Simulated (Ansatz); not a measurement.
# Cr2Tc: relaxing a made-up structure, part 2 of 2

This structure for Cr2Tc is made up. Its elements were placed in a known structure type with a cell scaled to their sizes. What cell does the guess relax to, and how far off was it?

Ansatz 0.2.0; DFT, PBE, plane-wave PAW, default files, scalar-relativistic, ferromagnetic start, cell and ions relaxed at zero pressure (the session's first sound run).

So far: The starting structure; Relaxation of the guess. The relaxed cell has a, b, c = 2.947, 4.220, 12.250 Å (conventional setting).

### Step 3. Bands of the relaxed cell

With the geometry fixed, one more self-consistent run, with a narrower smearing and the mesh shown in its input, gives the bands, and its pressure, and its forces where symmetry allows any, show how far the geometry depends on these settings.

This step: DFT, PBE, plane-wave PAW, default files, scalar-relativistic, no spin, bands and density of states at the relaxed cell (Ansatz 0.2.0).

input.yaml reads:

```yaml
crystal:
  lattice:
    - [0.0, 2.1097645935, 6.1248417864]
    - [1.4735933772, 0.0, 6.1248417864]
    - [1.4735933772, 2.1097645935, 0.0]
  atoms:
    - { symbol: Tc, position: [0.0, 0.0, 0.0] }
    - { symbol: Cr, position: [0.6726521564, 0.6726521564, 0.3273478436] }
    - { symbol: Cr, position: [0.3273478436, 0.3273478436, 0.6726521564] }
kpoints:
  mp_grid: { grid: [14, 14, 14] }
  band_path:
    path:
      - [[0.0, 0.0, 0.0], [0.5, 0.0, 0.5], [1.0, 0.5, 0.5], [0.5, 0.5, 0.0], [0.0, 0.0, 0.0], [0.0, 0.38643402, 0.38643402], [0.5, 0.14250845, 0.64250845], [0.5, 0.0, 0.5]]
      - [[1.0, 0.5, 0.5], [1.0, 0.61356598, 0.61356598]]
      - [[0.0, 0.38643402, 0.38643402], [0.5, 0.85749155, 0.35749155], [0.5, 0.5, 0.0]]
      - [[0.5, 0.5, 0.5], [0.0, 0.0, 0.0]]
    npoints: 7
scf:
  occupations: { method: fermi_dirac, width: 0.03 }
  n_extra_bands: 7
hamiltonian:
  xc: pbe
  pseudopotentials: { kind: paw }
output:
  forces: true
  stress: true
  write_bands: true
  dos: { projected: true }
  write_density: true
  write_potential: true
  elf: true
  volumetric_format: npy
```

Started as:

```bash
> ansatz run input.yaml --threads 4 --pin off --max-ram 8192MiB --backend cpu --events-out ev --progress --plain --runs-dir out
```

Numbers of over 12 decimals in the logs are rounded to 6 here.

The program printed:

```text
[...]
Crystal: 3 atoms, lattice volume = 38.083 Å³
Basis set: ecut = 500 eV, 957 PW (Γ), FFT grids on a1−a2, a2, a3, exchange–correlation on 40×96×40 points (8 copies of the dense FFT grid, shifted against one another)
Bands: 29, of which v1, the nominal top of the filled ones, is band 22 counted from 1 (21 counted from 0)
Symmetry: 8 space group operations
[...]
k-points: 428 of 2744
[...]
SCF iter   1: F=—  HF=-12156.944292 eV  |F-HF|=—  |Δ(HF+E_count)|=         —  Δρ=2.27e-1  dr2=2.15e1  ethr=3.10e-3  ⟨swp⟩=4.3  Hψ=42728  notcnv=0
[...]
SCF iter   9: F=-12153.241298 eV  HF=-12153.241298 eV  |F-HF|=1.99e-9  |Δ(HF+E_count)|=   5.56e-9  Δρ=4.83e-6  dr2=4.88e-9  ethr=2.33e-10  ⟨swp⟩=10.8  Hψ=69127  notcnv=0
SCF 1 converged in 9 iterations: F = -12153.241298 eV  dr2 = 4.88e-9
[...]
NSCF: frozen V_eff on 81 k-points
SCF converged after 9 iterations
Free energy (F): -12153.241298 eV
[...]
Internal energy: -12153.231197 eV  (E = F + TS)
E sigma→0 (E₀):  -12153.236247 eV
Entropy (-TS):   -0.010101 eV (-3.367 meV/atom)
Fermi energy:    20.490331 eV
[...]
--- Forces (eV/Å), atoms counted from 1 ---
  atom   1  Tc     0.00000000     0.00000000     0.00000000
  atom   2  Cr     0.00000000     0.00000000     0.01733527
  atom   3  Cr     0.00000000     0.00000000    -0.01733527
  max |Σ_I F_I| component: 3.47e-18 eV/Å
--- Stress (GPa, compression-positive) ---
       -0.960642       0.000000       0.000000
        0.000000       0.646312       0.000000
        0.000000       0.000000       0.115817
  P = ⅓ Tr σ = -0.0662 GPa (-0.662 kbar)
--- Band table (eV; the first three rows and the last of 428) ---
  k-point 0: bands = [... 18 lower, 18.8599, 19.3849, 19.5657, 19.8419, 20.9239, 21.2307, 21.3148, 21.3774, ... 3 higher]
  k-point 1: bands = [... 18 lower, 18.7789, 19.1453, 19.5861, 19.6725, 20.8307, 21.1182, 21.2641, 21.4226, ... 3 higher]
  k-point 2: bands = [... 18 lower, 18.5590, 18.9999, 19.3802, 19.7932, 20.6985, 20.9737, 21.0876, 21.4549, ... 3 higher]
  k-point 427: bands = [... 18 lower, 19.3882, 19.5497, 19.7417, 19.8363, 20.7088, 20.9615, 21.3002, 21.3078, ... 3 higher]
```

Elapsed: 9.6 s, on 4 threads of Arm Neoverse V2, shared host; peak memory 0.66 GiB.

The column dr2 measures how far the density is from self-consistency, as an energy; F and HF (Harris–Foulkes) agree once it is small.

Numbers from this step:

* free energy: -12153.2413 eV
* energy at zero smearing: -12153.2362 eV
* smearing term TS: 0.01010 eV
* Fermi energy: 20.49 eV
* pressure: -0.06617 GPa

bands.tsv at the labelled points (eV, zero at the Fermi level; the bands that come nearest the Fermi level along the path):

```
point  band 18  band 19  band 20  band 21  band 22  band 23  band 24  band 25
    Γ    -1.72    -1.63    -1.11    -0.92    -0.65     0.43     0.74     0.82
    Y    -3.25     0.14     0.69     0.77     0.78     0.91     1.04     1.36
    T    -2.48    -1.92    -1.56    -0.25     0.32     1.89     2.23     2.33
    Z    -1.93    -1.10    -0.94    -0.75    -0.65     0.22     0.47     0.81
    Γ    -1.72    -1.63    -1.11    -0.92    -0.65     0.43     0.74     0.82
    X    -2.59    -2.53    -2.02     0.64     0.96     0.98     1.17     1.40
   A1    -2.92    -1.62    -1.61    -1.46     0.77     0.82     1.21     1.44
    Y    -3.25     0.14     0.69     0.77     0.78     0.91     1.04     1.36
    T    -2.48    -1.92    -1.56    -0.25     0.32     1.89     2.23     2.33
   X1    -2.59    -2.53    -2.02     0.64     0.96     0.98     1.17     1.40
    X    -2.59    -2.53    -2.02     0.64     0.96     0.98     1.17     1.40
    A    -2.92    -1.62    -1.61    -1.46     0.77     0.82     1.21     1.44
    Z    -1.93    -1.10    -0.94    -0.75    -0.65     0.22     0.47     0.81
    L    -2.15    -1.61    -1.12     0.62     0.63     0.85     1.04     1.23
    Γ    -1.72    -1.63    -1.11    -0.92    -0.65     0.43     0.74     0.82
```

Counts of states for the cell as run, both spins, by energy window (eV from the Fermi level):

```
from  to  total
  -8  -7   0.12
  -7  -6   0.30
  -6  -5   1.66
  -5  -4   2.85
  -4  -3   3.30
  -3  -2   4.49
  -2  -1   4.06
  -1   0   2.22
   0   1   5.50
```

A further 24.0 states lie below the table's range.

Electrostatic potential energy in the ac plane of the conventional cell at fractional y = 0.000, with atoms of Tc and Cr within 0.2 Å of it. With pseudopotentials it is smooth inside the atoms' cores, unlike the true potential.

Ten even steps from '_' (-113 eV) to '@' (21 eV), each cell a mean:
```
__..--**%%@@@@@@@@@@%%**--..
##%%%%@@@@@@@@@@@@@@@@@@%%%%
@@@@@@@@@@%%%%%%%%%%@@@@@@@@
@@@@@@%%####******####%%@@@@
@@@@@@%%####******####%%@@@@
@@@@@@@@@@%%%%%%%%%%@@@@@@@@
####%%%%@@@@@@@@@@@@@@%%####
******##%%@@@@@@@@@@%%##****
######%%@@@@@@@@@@@@%%######
%%%%@@@@@@@@@@@@@@@@@@@@@@%%
@@@@@@@@%%##**++**##%%@@@@@@
@@@@@@%%++..______::++%%@@@@
@@@@@@%%**--..__..--**%%@@@@
@@@@@@@@@@%%%%##%%%%@@@@@@@@
%%%%%%@@@@@@@@@@@@@@@@@@%%%%
****####%%@@@@@@@@@@%%####**
****####%%@@@@@@@@@@%%####**
%%%%%%@@@@@@@@@@@@@@@@@@%%%%
@@@@@@@@%%########%%%%@@@@@@
@@@@@@%%##**********##%%@@@@
@@@@@@%%############%%@@@@@@
@@@@@@@@@@@@%%%%%%@@@@@@@@@@
++**##%%@@@@@@@@@@@@@@%%##**
____::++%%@@@@@@@@@@%%++..__
```
Columns run along a (2.9 Å; values clipped at the 3rd and 97th percentile), rows up along c (12.2 Å), edges of the conventional cell, whose origin can differ from the input's. Atoms in or near the plane, at fractional coordinates: Tc at (0.00, 0.00), Tc at (0.50, 0.50), Cr at (0.50, 0.17), Cr at (0.00, 0.67), Cr at (0.00, 0.33), Cr at (0.50, 0.83).

Valence density in the ac plane of the conventional cell at fractional y = 0.000, with atoms of Tc and Cr within 0.2 Å of it. It is the smooth field of the valence electrons, not physical close to the nuclei.

Ten even steps from '0' (0 e/Å³) to '9' (19 e/Å³), each cell a mean:
```
33210000000123
00000000000000
00000001000000
00001368630000
00001367630000
00000000000000
21000000000011
97310000000148
54200000000024
00000000000000
00000111100000
00001333331000
00001233321000
00000000000000
10000000000000
86300000000136
76300000000136
00000000000000
00000112100000
00001489731000
00000245420000
00000000000000
11000000000011
33310000000133
```
Columns run along a (2.9 Å), rows up along c (12.2 Å), edges of the conventional cell, whose origin can differ from the input's. Atoms in or near the plane, at fractional coordinates: Tc at (0.00, 0.00), Tc at (0.50, 0.50), Cr at (0.50, 0.17), Cr at (0.00, 0.67), Cr at (0.00, 0.33), Cr at (0.50, 0.83).

ELF in the ac plane of the conventional cell at fractional y = 0.000, with atoms of Tc and Cr within 0.2 Å of it. It is the smooth field of the valence electrons, not physical close to the nuclei.

Values, 24 rows by 14 columns, each cell a mean:
```
0.58 0.67 0.70 0.55 0.31 0.24 0.30 0.35 0.28 0.24 0.37 0.60 0.69 0.64
0.49 0.46 0.41 0.32 0.28 0.28 0.29 0.29 0.28 0.27 0.29 0.35 0.42 0.47
0.34 0.32 0.28 0.24 0.25 0.31 0.37 0.39 0.37 0.31 0.25 0.24 0.28 0.32
0.38 0.28 0.16 0.19 0.45 0.70 0.83 0.86 0.82 0.67 0.38 0.16 0.18 0.31
0.42 0.32 0.19 0.21 0.45 0.69 0.82 0.85 0.80 0.65 0.37 0.18 0.21 0.35
0.30 0.30 0.27 0.26 0.28 0.33 0.37 0.38 0.36 0.31 0.26 0.26 0.28 0.30
0.54 0.51 0.41 0.29 0.24 0.28 0.34 0.37 0.34 0.28 0.23 0.31 0.43 0.52
0.90 0.86 0.71 0.40 0.17 0.18 0.32 0.40 0.29 0.16 0.20 0.48 0.75 0.87
0.75 0.70 0.56 0.32 0.17 0.21 0.33 0.38 0.30 0.20 0.20 0.39 0.60 0.73
0.27 0.26 0.25 0.25 0.27 0.30 0.32 0.32 0.31 0.30 0.27 0.25 0.26 0.26
0.34 0.31 0.27 0.30 0.42 0.54 0.60 0.61 0.59 0.53 0.40 0.29 0.28 0.32
0.33 0.26 0.23 0.39 0.64 0.70 0.56 0.39 0.59 0.70 0.59 0.33 0.22 0.28
0.35 0.28 0.24 0.37 0.60 0.69 0.64 0.58 0.67 0.70 0.55 0.31 0.24 0.30
0.29 0.28 0.27 0.29 0.35 0.42 0.47 0.49 0.46 0.41 0.32 0.28 0.28 0.29
0.39 0.37 0.31 0.25 0.24 0.28 0.32 0.34 0.32 0.28 0.24 0.25 0.31 0.37
0.86 0.82 0.67 0.38 0.16 0.18 0.31 0.38 0.28 0.16 0.19 0.45 0.70 0.83
0.85 0.80 0.65 0.37 0.18 0.21 0.35 0.42 0.32 0.19 0.21 0.45 0.69 0.82
0.38 0.36 0.31 0.26 0.26 0.28 0.30 0.30 0.30 0.27 0.26 0.28 0.33 0.37
0.37 0.34 0.28 0.23 0.31 0.43 0.52 0.54 0.51 0.41 0.29 0.24 0.28 0.34
0.40 0.29 0.16 0.20 0.48 0.75 0.87 0.90 0.86 0.71 0.40 0.17 0.18 0.32
0.38 0.30 0.20 0.20 0.39 0.60 0.73 0.75 0.70 0.56 0.32 0.17 0.21 0.33
0.32 0.31 0.30 0.27 0.25 0.26 0.26 0.27 0.26 0.25 0.25 0.27 0.30 0.32
0.61 0.59 0.53 0.40 0.29 0.28 0.32 0.34 0.31 0.27 0.30 0.42 0.54 0.60
0.39 0.59 0.70 0.59 0.33 0.22 0.28 0.33 0.26 0.23 0.39 0.64 0.70 0.56
```
Columns run along a (2.9 Å), rows up along c (12.2 Å), edges of the conventional cell, whose origin can differ from the input's. Atoms in or near the plane, at fractional coordinates: Tc at (0.00, 0.00), Tc at (0.50, 0.50), Cr at (0.50, 0.17), Cr at (0.00, 0.67), Cr at (0.00, 0.33), Cr at (0.50, 0.83).

### Step 4. Summary of results

| Quantity | Value |
| --- | --- |
| space group, relaxed | Fmmm |
| conventional cell | a = 2.947, b = 4.220, c = 12.250 Å; α = 90.0°, β = 90.0°, γ = 90.0° |
| volume per atom | 12.69 Å³ (guess 12.76) |
| total moment | 0.00 μB in the cell of 3 atoms |

In words: Cr2Tc relaxes to Fmmm with a = 2.947, b = 4.220 and c = 12.250 Å. The guessed volume was near the relaxed one. The space group Fmmm was held in the relaxation, so the end point is a stationary structure within it and may be a saddle against distortions or other arrangements. The moments died out from this one start and weren't seeded again at the relaxed cell. Bands cross the Fermi level, so it is a metal or semimetal at this level. The electron count is odd, which forces that without spin polarisation or a larger cell. On the 14×14×14 mesh with the narrower smearing (relaxed on 11×11×11) the largest force component is 0.017 eV/Å and the largest stress component is 0.961 GPa, against the relaxation's thresholds of 0.015 eV/Å and 0.05 GPa. The cutoff wasn't tested. No dispersion term is used, so weakly bound directions may come out too long. Nothing here tests whether the compound is stable against decomposition.

[Logs are printed without paths, hosts, clocks, repeated set-up lines and the standing remarks that a program may print on its own settings, such as how far it seeks lower states.]

[Hosts, paths, dates, database ids (printed as entryN), source tags and the programs' standing remarks are cut or masked in the printed files.]
